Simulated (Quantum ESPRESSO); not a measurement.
# Hf2CO2 MXene, 1 layer: a series in biaxial strain, part 7 of 8

Aim: how the results for Hf2CO2 MXene, 1 layer change with biaxial strain.

Quantum ESPRESSO 7.5; plane-wave DFT, PBE, GBRV ultrasoft pseudopotentials.

So far. Step 9 (Relaxing the ions, 3 %): The relaxation lowers the energy by 7 meV an atom.

### 11. Relaxing the ions, 4 %

m8.relax.in reads:

```
&control
  prefix = 'm8.relax'
  outdir = './out'
  pseudo_dir = './pseudo'
  nstep = 40
  forc_conv_thr = 0.0003
  calculation = 'relax'
  tstress = .true.
/
&system
  ibrav = 0
  nat = 5
  ntyp = 3
  ecutwfc = 50
  ecutrho = 250
  occupations = 'smearing'
  smearing = 'fd'
  degauss = 0.002
/
&electrons
  conv_thr = 1e-09
  mixing_beta = 0.4
  electron_maxstep = 120
  mixing_mode = 'plain'
/
&ions
/
ATOMIC_SPECIES
  O   15.9990  o_pbe_v1.2.uspp.F.UPF
  Hf  178.4900  hf_pbe_v1.uspp.F.UPF
  C   12.0110  c_pbe_v1.2.uspp.F.UPF
CELL_PARAMETERS angstrom
  3.40286365952000 0.00000000000000 0.00000000000000
  -1.70143182976000 2.94696637456000 0.00000000000000
  0.00000000000000 0.00000000000000 19.95294679600000
ATOMIC_POSITIONS crystal
  O   0.333333333300 0.666666666700 0.384322721400
  Hf  0.666666666700 0.333333333300 0.430915937300
  C   0.000000000000 0.000000000000 0.500000000000
  Hf  0.333333333300 0.666666666700 0.569084062700
  O   0.666666666700 0.333333333300 0.615677278600
K_POINTS automatic
  12 12 1 0 0 0
```

On the command line:

```sh
$ OMP_NUM_THREADS=1 mpirun -n 4 pw.x -nk 4 -in m8.relax.in > m8.relax.out
```

What it wrote:

```text
[banner, memory and clock lines left out]
Program PWSCF v.7.5 starts
[...]
Message from routine setup:
[...]
number of electrons       =        40.00
     number of Kohn-Sham states=           24
     kinetic-energy cutoff     =      50.0000  Ry
     charge density cutoff     =     250.0000  Ry
[...]
number of k points=    19  Fermi-Dirac smearing, width (Ry)=  0.0020
[...]
Dense  grid:    90093 G-vectors     FFT dimensions: (  36,  36, 192)
[...]
negative rho (up, down):  2.434E-01 0.000E+00
     Starting wfcs are   38 randomized atomic wfcs
[...]
negative rho (up, down):  2.318E-01 0.000E+00
[...]
estimated scf accuracy    <       4.86197085 Ry
[...]
negative rho (up, down):  2.300E-01 0.000E+00
[...]
estimated scf accuracy    <       1.18419023 Ry
[...]
negative rho (up, down):  2.303E-01 0.000E+00
[...]
estimated scf accuracy    <       0.19019736 Ry
[...]
negative rho (up, down):  2.320E-01 0.000E+00
[...]
estimated scf accuracy    <       0.01514143 Ry
[...]
negative rho (up, down):  2.336E-01 0.000E+00
[...]
estimated scf accuracy    <       0.00210591 Ry
[...]
negative rho (up, down):  2.345E-01 0.000E+00
[...]
estimated scf accuracy    <       0.00032828 Ry
[...]
negative rho (up, down):  2.346E-01 0.000E+00
[...]
estimated scf accuracy    <       0.00005939 Ry
[...]
negative rho (up, down):  2.346E-01 0.000E+00
[...]
estimated scf accuracy    <       0.00002627 Ry
[...]
negative rho (up, down):  2.346E-01 0.000E+00
[...]
estimated scf accuracy    <       0.00000278 Ry
[...]
negative rho (up, down):  2.346E-01 0.000E+00
[...]
estimated scf accuracy    <       0.00000005 Ry
[...]
negative rho (up, down):  2.346E-01 0.000E+00
[...]
estimated scf accuracy    <       0.00000003 Ry
[...]
negative rho (up, down):  2.346E-01 0.000E+00
[...]
estimated scf accuracy    <          3.1E-09 Ry
[...]
negative rho (up, down):  2.346E-01 0.000E+00
[...]
the Fermi energy is     0.8997 ev
!    total energy              =    -394.55077599 Ry
     estimated scf accuracy    <          4.5E-10 Ry
     smearing contrib. (-TS)   =      -0.00000000 Ry
     internal energy E=F+TS    =    -394.55077599 Ry
[...]
one-electron contribution =   -1791.11624211 Ry
     hartree contribution      =     898.05699021 Ry
     xc contribution           =    -169.52142756 Ry
     ewald contribution        =     668.02990346 Ry
     convergence has been achieved in  13 iterations
     negative rho (up, down):  2.346E-01 0.000E+00
[...]
Total force =     0.048032     Total SCF correction =     0.000073
[...]
negative rho (up, down):  2.346E-01 0.000E+00
[...]
negative rho (up, down):  2.339E-01 0.000E+00
[...]
negative rho (up, down):  2.338E-01 0.000E+00
[...]
estimated scf accuracy    <       0.00045166 Ry
[...]
negative rho (up, down):  2.338E-01 0.000E+00
[...]
estimated scf accuracy    <       0.00019806 Ry
[...]
negative rho (up, down):  2.338E-01 0.000E+00
[...]
estimated scf accuracy    <       0.00000670 Ry
[...]
negative rho (up, down):  2.338E-01 0.000E+00
[...]
estimated scf accuracy    <       0.00000339 Ry
[...]
negative rho (up, down):  2.338E-01 0.000E+00
[...]
estimated scf accuracy    <       0.00000093 Ry
[...]
negative rho (up, down):  2.338E-01 0.000E+00
[...]
estimated scf accuracy    <       0.00000013 Ry
[...]
negative rho (up, down):  2.338E-01 0.000E+00
[...]
estimated scf accuracy    <       0.00000004 Ry
[...]
negative rho (up, down):  2.338E-01 0.000E+00
[...]
estimated scf accuracy    <       0.00000001 Ry
[...]
negative rho (up, down):  2.338E-01 0.000E+00
[...]
the Fermi energy is     1.0907 ev
!    total energy              =    -394.55253414 Ry
     estimated scf accuracy    <          2.3E-10 Ry
     smearing contrib. (-TS)   =      -0.00000000 Ry
     internal energy E=F+TS    =    -394.55253414 Ry
[...]
one-electron contribution =   -1794.06762924 Ry
     hartree contribution      =     899.67031234 Ry
     xc contribution           =    -169.53937709 Ry
     ewald contribution        =     669.38415985 Ry
     convergence has been achieved in   9 iterations
     negative rho (up, down):  2.338E-01 0.000E+00
[...]
Total force =     0.028354     Total SCF correction =     0.000022
[...]
negative rho (up, down):  2.338E-01 0.000E+00
[...]
negative rho (up, down):  2.339E-01 0.000E+00
[...]
negative rho (up, down):  2.338E-01 0.000E+00
[...]
estimated scf accuracy    <       0.00035775 Ry
[...]
negative rho (up, down):  2.338E-01 0.000E+00
[...]
estimated scf accuracy    <       0.00004465 Ry
[...]
negative rho (up, down):  2.337E-01 0.000E+00
[...]
estimated scf accuracy    <       0.00000872 Ry
[...]
negative rho (up, down):  2.337E-01 0.000E+00
[...]
estimated scf accuracy    <       0.00000077 Ry
[...]
negative rho (up, down):  2.337E-01 0.000E+00
[...]
estimated scf accuracy    <       0.00000014 Ry
[...]
negative rho (up, down):  2.337E-01 0.000E+00
[...]
estimated scf accuracy    <       0.00000003 Ry
[...]
negative rho (up, down):  2.337E-01 0.000E+00
[...]
estimated scf accuracy    <          5.9E-09 Ry
[...]
negative rho (up, down):  2.337E-01 0.000E+00
[...]
estimated scf accuracy    <          5.8E-09 Ry
[...]
negative rho (up, down):  2.337E-01 0.000E+00
[...]
estimated scf accuracy    <          4.5E-10 Ry
[...]
negative rho (up, down):  2.337E-01 0.000E+00
[...]
the Fermi energy is     1.1921 ev
!    total energy              =    -394.55357379 Ry
     estimated scf accuracy    <          9.6E-11 Ry
     smearing contrib. (-TS)   =      -0.00000000 Ry
     internal energy E=F+TS    =    -394.55357379 Ry
[...]
one-electron contribution =   -1799.93511868 Ry
     hartree contribution      =     902.71162436 Ry
     xc contribution           =    -169.56019840 Ry
     ewald contribution        =     672.23011893 Ry
     convergence has been achieved in  10 iterations
     negative rho (up, down):  2.337E-01 0.000E+00
[...]
Total force =     0.020684     Total SCF correction =     0.000035
[...]
negative rho (up, down):  2.337E-01 0.000E+00
[...]
negative rho (up, down):  2.344E-01 0.000E+00
[...]
negative rho (up, down):  2.343E-01 0.000E+00
[...]
estimated scf accuracy    <       0.00220963 Ry
[...]
negative rho (up, down):  2.342E-01 0.000E+00
[...]
estimated scf accuracy    <       0.00089362 Ry
[...]
negative rho (up, down):  2.342E-01 0.000E+00
[...]
estimated scf accuracy    <       0.00002077 Ry
[...]
negative rho (up, down):  2.342E-01 0.000E+00
[...]
estimated scf accuracy    <       0.00001642 Ry
[...]
negative rho (up, down):  2.343E-01 0.000E+00
[...]
estimated scf accuracy    <       0.00000098 Ry
[...]
negative rho (up, down):  2.343E-01 0.000E+00
[...]
estimated scf accuracy    <       0.00000176 Ry
[...]
negative rho (up, down):  2.343E-01 0.000E+00
[...]
estimated scf accuracy    <       0.00000217 Ry
[...]
negative rho (up, down):  2.343E-01 0.000E+00
[...]
estimated scf accuracy    <       0.00000001 Ry
[...]
negative rho (up, down):  2.343E-01 0.000E+00
[...]
estimated scf accuracy    <       0.00000001 Ry
[...]
negative rho (up, down):  2.343E-01 0.000E+00
[...]
estimated scf accuracy    <          5.4E-09 Ry
[...]
negative rho (up, down):  2.343E-01 0.000E+00
[...]
estimated scf accuracy    <          9.5E-10 Ry
[...]
negative rho (up, down):  2.343E-01 0.000E+00
[...]
the Fermi energy is     1.2967 ev
!    total energy              =    -394.55447494 Ry
     estimated scf accuracy    <          1.0E-11 Ry
     smearing contrib. (-TS)   =      -0.00000000 Ry
     internal energy E=F+TS    =    -394.55447494 Ry
[...]
one-electron contribution =   -1811.56909184 Ry
     hartree contribution      =     908.64284029 Ry
     xc contribution           =    -169.59260900 Ry
     ewald contribution        =     677.96438561 Ry
     convergence has been achieved in  12 iterations
     negative rho (up, down):  2.343E-01 0.000E+00
[...]
Total force =     0.019146     Total SCF correction =     0.000010
[...]
negative rho (up, down):  2.343E-01 0.000E+00
[...]
negative rho (up, down):  2.348E-01 0.000E+00
[...]
negative rho (up, down):  2.348E-01 0.000E+00
[...]
estimated scf accuracy    <       0.00195115 Ry
[...]
negative rho (up, down):  2.348E-01 0.000E+00
[...]
estimated scf accuracy    <       0.00099184 Ry
[...]
negative rho (up, down):  2.349E-01 0.000E+00
[...]
estimated scf accuracy    <       0.00001991 Ry
[...]
negative rho (up, down):  2.349E-01 0.000E+00
[...]
estimated scf accuracy    <       0.00002099 Ry
[...]
negative rho (up, down):  2.349E-01 0.000E+00
[...]
estimated scf accuracy    <       0.00000115 Ry
[...]
negative rho (up, down):  2.349E-01 0.000E+00
[...]
estimated scf accuracy    <       0.00000292 Ry
[...]
negative rho (up, down):  2.349E-01 0.000E+00
[...]
estimated scf accuracy    <       0.00000131 Ry
[...]
negative rho (up, down):  2.349E-01 0.000E+00
[...]
estimated scf accuracy    <       0.00000005 Ry
[...]
negative rho (up, down):  2.349E-01 0.000E+00
[...]
estimated scf accuracy    <          8.3E-09 Ry
[...]
negative rho (up, down):  2.349E-01 0.000E+00
[...]
estimated scf accuracy    <          6.2E-09 Ry
[...]
negative rho (up, down):  2.349E-01 0.000E+00
[...]
estimated scf accuracy    <          4.2E-10 Ry
[...]
negative rho (up, down):  2.349E-01 0.000E+00
[...]
the Fermi energy is     1.3067 ev
!    total energy              =    -394.55485361 Ry
     estimated scf accuracy    <          7.8E-11 Ry
     smearing contrib. (-TS)   =      -0.00000000 Ry
     internal energy E=F+TS    =    -394.55485361 Ry
[...]
one-electron contribution =   -1820.34453511 Ry
     hartree contribution      =     913.05852449 Ry
     xc contribution           =    -169.61207470 Ry
     ewald contribution        =     682.34323172 Ry
     convergence has been achieved in  12 iterations
     negative rho (up, down):  2.349E-01 0.000E+00
[...]
Total force =     0.013063     Total SCF correction =     0.000036
[...]
negative rho (up, down):  2.349E-01 0.000E+00
[...]
negative rho (up, down):  2.343E-01 0.000E+00
[...]
negative rho (up, down):  2.343E-01 0.000E+00
[...]
estimated scf accuracy    <       0.00086064 Ry
[...]
negative rho (up, down):  2.343E-01 0.000E+00
[...]
estimated scf accuracy    <       0.00044222 Ry
[...]
negative rho (up, down):  2.344E-01 0.000E+00
[...]
estimated scf accuracy    <       0.00000911 Ry
[...]
negative rho (up, down):  2.344E-01 0.000E+00
[...]
estimated scf accuracy    <       0.00001030 Ry
[...]
negative rho (up, down):  2.344E-01 0.000E+00
[...]
estimated scf accuracy    <       0.00000059 Ry
[...]
negative rho (up, down):  2.344E-01 0.000E+00
[...]
estimated scf accuracy    <       0.00000133 Ry
[...]
negative rho (up, down):  2.344E-01 0.000E+00
[...]
estimated scf accuracy    <       0.00000027 Ry
[...]
negative rho (up, down):  2.344E-01 0.000E+00
[...]
estimated scf accuracy    <       0.00000001 Ry
[...]
negative rho (up, down):  2.344E-01 0.000E+00
[...]
estimated scf accuracy    <          3.9E-09 Ry
[...]
negative rho (up, down):  2.344E-01 0.000E+00
[...]
estimated scf accuracy    <          6.4E-10 Ry
[...]
negative rho (up, down):  2.344E-01 0.000E+00
[...]
estimated scf accuracy    <          1.8E-10 Ry
[...]
negative rho (up, down):  2.344E-01 0.000E+00
[...]
the Fermi energy is     1.1886 ev
!    total energy              =    -394.55498552 Ry
     estimated scf accuracy    <          2.7E-11 Ry
     smearing contrib. (-TS)   =      -0.00000000 Ry
     internal energy E=F+TS    =    -394.55498552 Ry
[...]
one-electron contribution =   -1825.11243221 Ry
     hartree contribution      =     915.42393707 Ry
     xc contribution           =    -169.61986084 Ry
     ewald contribution        =     684.75337046 Ry
     convergence has been achieved in  12 iterations
     negative rho (up, down):  2.344E-01 0.000E+00
[...]
Total force =     0.003493     Total SCF correction =     0.000021
[...]
negative rho (up, down):  2.344E-01 0.000E+00
[...]
negative rho (up, down):  2.342E-01 0.000E+00
[...]
negative rho (up, down):  2.342E-01 0.000E+00
[...]
estimated scf accuracy    <       0.00000940 Ry
[...]
negative rho (up, down):  2.342E-01 0.000E+00
[...]
estimated scf accuracy    <       0.00000541 Ry
[...]
negative rho (up, down):  2.342E-01 0.000E+00
[...]
estimated scf accuracy    <       0.00000016 Ry
[...]
negative rho (up, down):  2.342E-01 0.000E+00
[...]
estimated scf accuracy    <       0.00000019 Ry
[...]
negative rho (up, down):  2.342E-01 0.000E+00
[...]
estimated scf accuracy    <       0.00000001 Ry
[...]
negative rho (up, down):  2.342E-01 0.000E+00
[...]
estimated scf accuracy    <          2.5E-09 Ry
[...]
negative rho (up, down):  2.342E-01 0.000E+00
[...]
estimated scf accuracy    <          8.5E-11 Ry
[...]
negative rho (up, down):  2.342E-01 0.000E+00
[...]
estimated scf accuracy    <          1.4E-10 Ry
[...]
negative rho (up, down):  2.342E-01 0.000E+00
[...]
the Fermi energy is     1.1860 ev
!    total energy              =    -394.55499448 Ry
     estimated scf accuracy    <          9.7E-12 Ry
     smearing contrib. (-TS)   =      -0.00000000 Ry
     internal energy E=F+TS    =    -394.55499448 Ry
[...]
one-electron contribution =   -1825.07143338 Ry
     hartree contribution      =     915.38863782 Ry
     xc contribution           =    -169.61854184 Ry
     ewald contribution        =     684.74634292 Ry
     convergence has been achieved in   9 iterations
     negative rho (up, down):  2.342E-01 0.000E+00
[...]
Total force =     0.000428     Total SCF correction =     0.000012
[...]
negative rho (up, down):  2.342E-01 0.000E+00
[...]
```

Elapsed: 3.5 min, on 4 MPI ranks of Arm Neoverse V1, shared host; peak memory 1.1 GiB.

(Continued in part 8 of 8.)

[Logs are printed without paths, hosts, clocks, repeated set-up lines and the standing remarks that a program may print on its own settings, such as how far it seeks lower states.]

[Hosts, paths, dates, database ids (printed as entryN), source tags and the programs' standing remarks are cut or masked in the printed files.]

[Maps of the electrostatic potential energy from Ansatz leave out the sawtooth potential of an applied field or a dipole correction, so their vacuum need not be flat; planar profiles and work functions include it.]
